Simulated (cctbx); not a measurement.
## Lattice, Laue class and space group of a new crystal

Cell: a = 8.2620 Å, b = 8.2620 Å, c = 16.4450 Å, α = 90.00°, β = 90.00°, γ = 90.00°. Expected content of the cell: Eu8 Co32 Al32.

Simulated single-crystal data (cctbx): Ag Kα, λ = 0.56087 Å, to d = 0.84 Å, 70 % of the full sphere, strongest reflection 40000 counts, noise from counting, a 4 % proportional error and a noise floor of 2 counts (s.d.); no absorption.

A first pass over the reflections prints:

```text
5511 reflections to d = 0.841 A
centring   violations  <I/sigma> of those
    A       1055 of  2734      6.9
    B       1067 of  2743      6.9
    C       1088 of  2797      6.2
    I          0 of  2758     -0.0
    R       1432 of  3709      6.8
    F       1605 of  4137      6.6
Laue class    unique    Rint  (classes that these axes allow; Friedel mates merged)
I 1 2/m 1        1038   0.026
I 1 1 2/m        1010   0.026
I 2/m 1 1        1034   0.027
I m m m           581   0.029
I 4/m             514   0.031
I 4/m m m         321   0.032
space group    extra absences  I>4sigma  <I/sigma>
I 4 2 2                 0          0         -  acentric
I 41 2 2                7          0      -1.3  acentric
I 4 m m                 0          0         -  acentric
I 4 c m               207          0      -0.0  acentric
I 41 m d              141          0       0.0  acentric
I 41 c d              348          0      -0.0  acentric
I -4 m 2                0          0         -  acentric
I -4 c 2              207          0      -0.0  acentric
I -4 2 m                0          0         -  acentric
I -4 2 d              141          0       0.0  acentric
I 4/m m m               0          0         -  centric
I 4/m c m             207          0      -0.0  centric
I 41/a m d :1         189          0      -0.0  centric
I 41/a m d :2         189          0      -0.0  centric
I 41/a c d :1         396          0      -0.0  centric
I 41/a c d :2         396          0      -0.0  centric
Wilson B = 0.87 A^2   <|E^2-1|> = 0.970 (0.968 centric, 0.736 acentric)   E^2>4: 4.7 %
shell (A)         n   <I/sigma>
 7.38 - 1.68     49     30.1
 1.68 - 1.33     46     34.1
 1.33 - 1.16     38     33.6
 1.16 - 1.06     39     40.0
 1.06 - 0.98     40     37.9
 0.98 - 0.92     35     41.1
 0.92 - 0.88     43     34.7
 0.88 - 0.84     31     32.9
```

**Question.** What are the lattice type, the Laue class and the likely space group?

The reflections that I centring forbids are absent (⟨I/σ⟩ near 0), so the lattice is I.

Rint stays low (0.026 to 0.032) up to I 4/m m m, the highest class in these axes.

16 settings pass the absence test. The most absences obeyed, 396, belong to I 41/a c d alone.

⟨|E²−1|⟩ = 0.970 leans to a centrosymmetric structure. The Wilson B of 0.87 Å² means U ≈ 0.0110 Å².

The true group is I4_1/acd (no. 142, origin choice 1), Laue class 4/mmm, centrosymmetric. The tables fix it.

The model was made for the exercise: a known structure type with other elements put in, its volume estimated, not relaxed; displacement parameters are assumed.

[Logs are printed without paths, hosts, clocks, repeated set-up lines and the standing remarks that a program may print on its own settings, such as how far it seeks lower states.]
